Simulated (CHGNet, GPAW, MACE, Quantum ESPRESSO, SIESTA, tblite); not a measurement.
# SIESTA on random packing of P45S55 (at. %) (78 atoms): settings against a plane-wave reference, part 2 of 2

Aim: run random packing of P45S55 (at. %) (78 atoms) in SIESTA and see how near its forces come to a plane-wave reference, and at what cost.

Program: SIESTA 5.4.2; the method stands at each step. Banners, paths, timers and routine set-up lines are dropped from the logs unmarked, and long logs keep their key lines alone; longer cuts are marked. The potentials were converted by us to PSML.

So far. Step 3 (PBE, DZ, shift 0.01 Ry, mesh 300 Ry): Against the first run (15 %), the force difference from the reference is 84 %, at 0.48 times the CPU time (on 1 against 2 cores), with 624 basis functions against 1014: the smaller basis costs accuracy. Step 4 (PBE, SZP, shift 0.01 Ry, mesh 300 Ry): Against the first run (15 %), the force difference from the reference is 40 %, at 0.86 times the CPU time (on 1 against 2 cores), with 702 basis functions against 1014: the smaller basis costs accuracy.

## (5) OptB88-vdW, PBE potentials, DZP, shift 0.01 Ry, mesh 300 Ry

Method: Kohn-Sham DFT, optB88-vdW, PseudoDojo 0.4.1 norm-conserving pseudopotentials (converted to PSML), numerical atomic orbitals (DZP), diagonalisation.

input.fdf reads:

```
SystemLabel cell
NumberOfAtoms 78
NumberOfSpecies 2
%block ChemicalSpeciesLabel
  1 15 P
  2 16 S
%endblock ChemicalSpeciesLabel
LatticeConstant 1.0 Ang
%block LatticeVectors
  12.56590 0.00000 0.00000
  0.00000 12.56590 0.00000
  0.00000 0.00000 12.56590
%endblock LatticeVectors
PAO.BasisSize DZP
PAO.EnergyShift 0.01 Ry
XC.Functional VDW
XC.Authors KBM
MeshCutoff 300 Ry
%block kgrid_Monkhorst_Pack
  1 0 0 0.0
  0 1 0 0.0
  0 0 1 0.0
%endblock kgrid_Monkhorst_Pack
SolutionMethod diagon
OccupationFunction FD
ElectronicTemperature 580 K
SCF.Mixer.Method Pulay
SCF.Mixer.Weight 0.15
SCF.Mixer.History 8
SCF.Mix Hamiltonian
MaxSCFIterations 300
SCF.DM.Tolerance 1e-04
SCF.H.Tolerance 1.0e-3 eV
WriteForces T
Write.HirshfeldPop T
Write.VoronoiPop T
Write.DM F
Write.H F
XML.Write F
AtomicCoordinatesFormat Fractional
%block AtomicCoordinatesAndAtomicSpecies
[... 78 atom lines left out: the same atoms as in the first run ...]
%endblock AtomicCoordinatesAndAtomicSpecies
```

Command:

```bash
$ OMP_NUM_THREADS=1 mpirun -np 2 siesta < input.fdf > output.txt
```

The log of the run:

```text
Version         : 5.4.2
reinit: System Name:
reinit: System Label: cell
initatom: Reading input for the pseudopotentials and atomic orbitals ----------
Species number:   1 Atomic number:   15 Label: P
Species number:   2 Atomic number:   16 Label: S
Ground state valence configuration (from tables):   3s02  3p03  3d00  4f00
Ground state valence configuration (from tables):   3s02  3p04  3d00  4f00
---- Processing specs for species: P
GGA--PBE XC_GGA_X_PBE--XC_GGA_C_PBE pb
---- Processing specs for species: S
GGA--PBE XC_GGA_X_PBE--XC_GGA_C_PBE pb
P pseudopotential only contains V_ls up to l=2 -- lmxkb reset.
S pseudopotential only contains V_ls up to l=2 -- lmxkb reset.
Using PAO.SplitTailNorm
%block ChemicalSpeciesLabel
[... lines left out ...]
Total number of electrons:   433.000000
[... lines left out ...]
stepf: Fermi-Dirac step function
        iscf     Eharris(eV)        E_KS(eV)     FreeEng(eV)     dDmax    Ef(eV) dHmax(eV)
[... lines left out ...]
SCF Convergence by DM+H criterion
[... lines left out ...]
SCF cycle converged after 29 iterations
[... lines left out ...]
   Max    2.110256
[... lines left out ...]
   Max    2.110256    constrained
Stress tensor Voigt[x,y,z,yz,xz,xy] (kbar):      104.30       95.75      103.25       -0.60        4.26        6.70
[... lines left out ...]
siesta: DEna    =       360.260133
siesta: DUscf   =        10.292940
siesta: Ex      =     -4919.026512
siesta: Ec      =      -648.956875
siesta: Exc     =     -5567.983387
siesta: Eharris =    -19502.741349
siesta: Etot    =    -19502.741348
siesta: FreeEng =    -19503.295286
siesta: Final energy (eV):
siesta:  Band Struct. =   -4401.436075
siesta:       Kinetic =    6583.572175
siesta:       Hartree =    2972.617779
siesta:         Exch. =   -4919.026512
siesta:         Corr. =    -648.956875
siesta:   Exch.-corr. =   -5567.983387
siesta:  Ion-electron =  -11478.694685
siesta:       Ion-ion =  -12012.253229
siesta:         Total =  -19502.741348
siesta:         Fermi =      -4.547645
siesta: Stress tensor (static) (eV/Ang**3):
siesta:     0.065099    0.004185    0.002656
siesta:     0.004185    0.059764   -0.000377
siesta:     0.002656   -0.000377    0.064441
siesta: Cell volume =       1984.178767 Ang**3
siesta: Pressure (static):
siesta:                Solid            Molecule  Units
siesta:          -0.00068726         -0.00064904  Ry/Bohr**3
siesta:          -0.06310112         -0.05959227  eV/Ang**3
siesta:        -101.09913387        -95.47734664  kBar
    Orbital volume contribution        =          35.661394 eV
    (Free)E + p_basis*V_orbitals       =      -19467.633892 eV
    (Free)Eharris+ p_basis*V_orbitals  =      -19467.633893 eV
Hirshfeld Atomic Populations:
Atom #   charge [q] valence [e]  Species
     1     0.027582    4.972418  P
     2     0.050135    4.949865  P
     3     0.084150    4.915850  P
[...]
36     0.006648    5.993352  S
    37    -0.042654    6.042654  S
    38    -0.065328    6.065328  S
[...]
--------------------
 Total    -0.000009
Voronoi Atomic Populations:
Atom #   charge [q] valence [e]  Species
[...]
34     0.060107    4.939893  P
    35     0.077441    4.922559  P
[...]
77    -0.005185    6.005185  S
    78    -0.080244    6.080244  S
--------------------
 Total    -0.000009
```

It took 12 min on 2 MPI ranks of Arm Neoverse V2, shared host; peak memory 2.5 GiB; 24 min of CPU time.

Compared with the plane-wave run:

```yaml
r_m_s_force_component: 0.7272 eV/Å
r_m_s_difference_of_force_components: 257.1 meV/Å
longest_difference_of_force_vectors: 755.8 meV/Å
force_difference_over_r_m_s_force: 28.53 %
slope_of_forces_against_the_reference_s: 0.785
correlation_of_force_components: 0.9727
pressure: -10.11 GPa
pressure_difference: -0.3536 GPa
```

Against the first run (15 %), the force difference from the reference is 29 %, at 4.6 times the CPU time; the model has changed, so this is no error of the program alone.

## (6) PBE, DZP, shift 0.04 Ry, mesh 300 Ry

Method: Kohn-Sham DFT, PBE, PseudoDojo 0.4.1 norm-conserving pseudopotentials (converted to PSML), numerical atomic orbitals (DZP), diagonalisation.

Edit input.fdf of step 5 so:

```diff
@@ -14,5 +14,5 @@
 PAO.BasisSize DZP
-PAO.EnergyShift 0.01 Ry
-XC.Functional VDW
-XC.Authors KBM
+PAO.EnergyShift 0.04 Ry
+XC.Functional GGA
+XC.Authors PBE
 MeshCutoff 300 Ry
```

Command:

```bash
$ OMP_NUM_THREADS=1 siesta < input.fdf > output.txt
```

The log of the run:

```text
Version         : 5.4.2
reinit: System Name:
reinit: System Label: cell
initatom: Reading input for the pseudopotentials and atomic orbitals ----------
Species number:   1 Atomic number:   15 Label: P
Species number:   2 Atomic number:   16 Label: S
Ground state valence configuration (from tables):   3s02  3p03  3d00  4f00
Ground state valence configuration (from tables):   3s02  3p04  3d00  4f00
---- Processing specs for species: P
GGA--PBE XC_GGA_X_PBE--XC_GGA_C_PBE pb
---- Processing specs for species: S
GGA--PBE XC_GGA_X_PBE--XC_GGA_C_PBE pb
P pseudopotential only contains V_ls up to l=2 -- lmxkb reset.
S pseudopotential only contains V_ls up to l=2 -- lmxkb reset.
Using PAO.SplitTailNorm
%block ChemicalSpeciesLabel
[... lines left out ...]
Total number of electrons:   433.000000
[... lines left out ...]
stepf: Fermi-Dirac step function
        iscf     Eharris(eV)        E_KS(eV)     FreeEng(eV)     dDmax    Ef(eV) dHmax(eV)
[... lines left out ...]
SCF Convergence by DM+H criterion
[... lines left out ...]
SCF cycle converged after 33 iterations
[... lines left out ...]
   Max    2.791339
[... lines left out ...]
   Max    2.791339    constrained
Stress tensor Voigt[x,y,z,yz,xz,xy] (kbar):      239.20      234.33      242.74        2.38        5.02        5.13
[... lines left out ...]
siesta: DEna    =       677.801508
siesta: DUscf   =        27.668500
siesta: Ex      =     -5030.838538
siesta: Ec      =      -526.034633
siesta: Exc     =     -5556.873171
siesta: Eharris =    -19298.435098
siesta: Etot    =    -19298.435093
siesta: FreeEng =    -19299.022349
siesta: Final energy (eV):
siesta:  Band Struct. =   -3587.587687
siesta:       Kinetic =    6920.633707
siesta:       Hartree =    3218.137156
siesta:         Exch. =   -5030.838538
siesta:         Corr. =    -526.034633
siesta:   Exch.-corr. =   -5556.873171
siesta:  Ion-electron =  -11420.382991
siesta:       Ion-ion =  -12459.949794
siesta:         Total =  -19298.435093
siesta:         Fermi =      -2.706923
siesta: Stress tensor (static) (eV/Ang**3):
siesta:     0.149300    0.003204    0.003133
siesta:     0.003203    0.146258    0.001488
siesta:     0.003133    0.001488    0.151509
siesta: Cell volume =       1984.178767 Ang**3
siesta: Pressure (static):
siesta:                Solid            Molecule  Units
siesta:          -0.00162306         -0.00153363  Ry/Bohr**3
siesta:          -0.14902206         -0.14081181  eV/Ang**3
siesta:        -238.75966347       -225.60538634  kBar
    Orbital volume contribution        =          20.604178 eV
    (Free)E + p_basis*V_orbitals       =      -19278.418171 eV
    (Free)Eharris+ p_basis*V_orbitals  =      -19278.418176 eV
Hirshfeld Atomic Populations:
Atom #   charge [q] valence [e]  Species
     1     0.006813    4.993187  P
     2     0.039162    4.960838  P
     3     0.067286    4.932714  P
[...]
36     0.023416    5.976584  S
    37    -0.031254    6.031254  S
    38    -0.054746    6.054746  S
[...]
--------------------
 Total     0.000029
Voronoi Atomic Populations:
Atom #   charge [q] valence [e]  Species
[...]
34     0.042204    4.957796  P
    35     0.079567    4.920433  P
[...]
77     0.002315    5.997685  S
    78    -0.074550    6.074550  S
--------------------
 Total     0.000029
```

Wall time 3.2 min (1 thread); peak memory 0.91 GiB.

Compared with the plane-wave run:

| Quantity | Value |
| --- | --- |
| r.m.s. force component | 1.033 eV/Å |
| r.m.s. difference of force components | 267.6 meV/Å |
| longest difference of force vectors | 1277 meV/Å |
| force difference over r.m.s. force | 29.69 % |
| slope of forces against the reference's | 1.113 |
| correlation of force components | 0.971 |
| pressure | -23.88 GPa |
| pressure difference | -14.12 GPa |

This is a coarse setting, run to see what it loses.

Against the first run (15 %), the force difference from the reference is 30 %, at 0.62 times the CPU time (on 1 against 2 cores).

## (7) A run with a doubtful setting

Edit input.fdf of step 6 so:

```diff
@@ -13,4 +13,4 @@
 %endblock LatticeVectors
-PAO.BasisSize DZP
-PAO.EnergyShift 0.04 Ry
+PAO.BasisSize QZ3P
+PAO.EnergyShift 0.01 Ry
 XC.Functional GGA
@@ -30,3 +30,3 @@
 SCF.Mix Hamiltonian
-MaxSCFIterations 300
+MaxSCFIterations 60
 SCF.DM.Tolerance 1e-04
```

Command:

```bash
$ OMP_NUM_THREADS=1 mpirun -np 2 siesta < input.fdf > output.txt
```

The log of the run:

```text
Version         : 5.4.2
reinit: System Name:
reinit: System Label: cell
initatom: Reading input for the pseudopotentials and atomic orbitals ----------
Species number:   1 Atomic number:   15 Label: P
Species number:   2 Atomic number:   16 Label: S
size_name: Incorrect basis-size option specified, active options are:
  SZ or MINIMAL
  SZP, SZSP, SZ1P, SZP1
  DZ
  DZP, DZSP, DZP1, DZ1P or STANDARD
  DZDP, DZP2, DZ2P
  TZ
  TZP, TZSP, TZP1, TZ1P
  TZDP, TZP2, TZ2P
  TZTP, TZP3, TZ3P
stopping program
stopping program
Stopping Program from Node:    0
Stopping Program from Node:    0
```

It took 0.51 s on 2 MPI ranks; peak memory 0.15 GiB.

The program stopped at the start. The fault in the input: an unknown basis size (basis QZ3P).

## (8) The ladder

Differences are against the plane-wave reference, forces as r.m.s. over components; share is that over the reference's r.m.s. force, slope the least-squares factor from reference forces to these. Total energies of different programs have different zeros and aren't compared.

```
                                                               run  Δ force, r.m.s. (meV/Å)  share (%)  slope  Δ pressure (GPa)  cores  CPU time  memory (GiB)
                                                         reference                        -          -      -                 -      4    38 min           5.0
                       SIESTA PBE, DZP, shift 0.01 Ry, mesh 300 Ry                      132       14.6  0.897             -1.03      2   5.1 min           1.5
               SIESTA PBE, DZ, shift 0.01 Ry, mesh 300 Ry (coarse)                      758       84.1  0.430              5.04      1   2.5 min          0.82
              SIESTA PBE, SZP, shift 0.01 Ry, mesh 300 Ry (coarse)                      358       39.7  0.722            -0.348      1   4.4 min           1.1
SIESTA optB88-vdW, PBE potentials, DZP, shift 0.01 Ry, mesh 300 Ry                      257       28.5  0.785            -0.354      2    24 min           2.5
              SIESTA PBE, DZP, shift 0.04 Ry, mesh 300 Ry (coarse)                      268       29.7  1.113             -14.1      1   3.2 min          0.91
```

Rows marked coarse were listed beforehand as settings not expected to be converged; some can still land near the reference.

CPU time is summed over cores on a shared host, where runs went side by side, so it is rough. Symmetry, cutoffs, thresholds, outputs and thread counts weren't matched or tuned between programs; memory under MPI is the largest rank's times the ranks.

A second geometry, displaced anew (every atom was moved at random, 0.04 Å r.m.s. a Cartesian component), gives an energy difference that all programs can be tested on. The reference puts it at -3.268 meV/atom.

```
                                                               run  energy less the first geometry's (meV/atom)  error (meV/atom)  force share at the second geometry (%)
                       SIESTA PBE, DZP, shift 0.01 Ry, mesh 300 Ry                                       -1.475              1.79                                    15.3
                        SIESTA PBE, DZ, shift 0.01 Ry, mesh 300 Ry                                        4.088              7.36                                    88.3
                       SIESTA PBE, SZP, shift 0.01 Ry, mesh 300 Ry                                       0.3848              3.65                                    42.4
SIESTA optB88-vdW, PBE potentials, DZP, shift 0.01 Ry, mesh 300 Ry                                      -0.0756              3.19                                    29.4
                       SIESTA PBE, DZP, shift 0.04 Ry, mesh 300 Ry                                       -3.791            -0.524                                    30.5
```

## (9) Outcome

| Quantity | Value |
| --- | --- |
| nearest in forces | SIESTA PBE, DZP, shift 0.01 Ry, mesh 300 Ry, 15 % |
| its CPU time | 5.1 min |

The PBE run in local orbitals, coarse settings apart, differs by 15 % (SIESTA PBE, DZP, shift 0.01 Ry, mesh 300 Ry); basis, grid and potentials can all enter. Rows with another functional or a dispersion term differ by 29 % (SIESTA optB88-vdW, PBE potentials, DZP, shift 0.01 Ry, mesh 300 Ry), which mixes the change of model with differences of basis and potentials, some of them made for another functional. Runs with settings chosen to be coarse differ by 30 % (SIESTA PBE, DZP, shift 0.04 Ry, mesh 300 Ry) to 84 % (SIESTA PBE, DZ, shift 0.01 Ry, mesh 300 Ry), their programs' other errors included. Of the electronic-structure runs that take under half the reference's CPU time, SIESTA PBE, DZP, shift 0.01 Ry, mesh 300 Ry comes nearest, at 15 % in 5.1 min against 38 min. SIESTA PBE, DZP, shift 0.04 Ry, mesh 300 Ry stiffens the forces by a factor of 1.11 while following their directions (correlation 0.971). In pressure, SIESTA PBE, DZP, shift 0.04 Ry, mesh 300 Ry misses by -14.1 GPa, at the same functional. The energy difference between the two geometries, -3.27 meV/atom in the reference, is met best by SIESTA PBE, DZP, shift 0.04 Ry, mesh 300 Ry (coarse) (-0.524) and worst by SIESTA PBE, DZ, shift 0.01 Ry, mesh 300 Ry (coarse) (+7.36). The reference's pressure holds the uncorrected Pulay stress of its 45 Ry basis, so small pressure differences, and their order, may be the reference's own error. The electron count is odd in these runs, and they have no spin polarisation, so the unpaired electron is spread evenly over both spins. The reference's pressure of -9.8 GPa belongs to a cell and atoms that aren't relaxed at this level. The electronic-structure runs sample only Γ, in a cell whose shortest periodic width is 13 Å, which is coarse for a cell with partly filled levels.

[Also dropped from logs without a mark: logging warnings of Python, and SIESTA's first energy breakdown and zero terms.]

[Logs are printed without paths, hosts, clocks, repeated set-up lines and the standing remarks that a program may print on its own settings, such as how far it seeks lower states.]

[Hosts, paths, dates, database ids (printed as entryN), source tags and the programs' standing remarks are cut or masked in the printed files.]
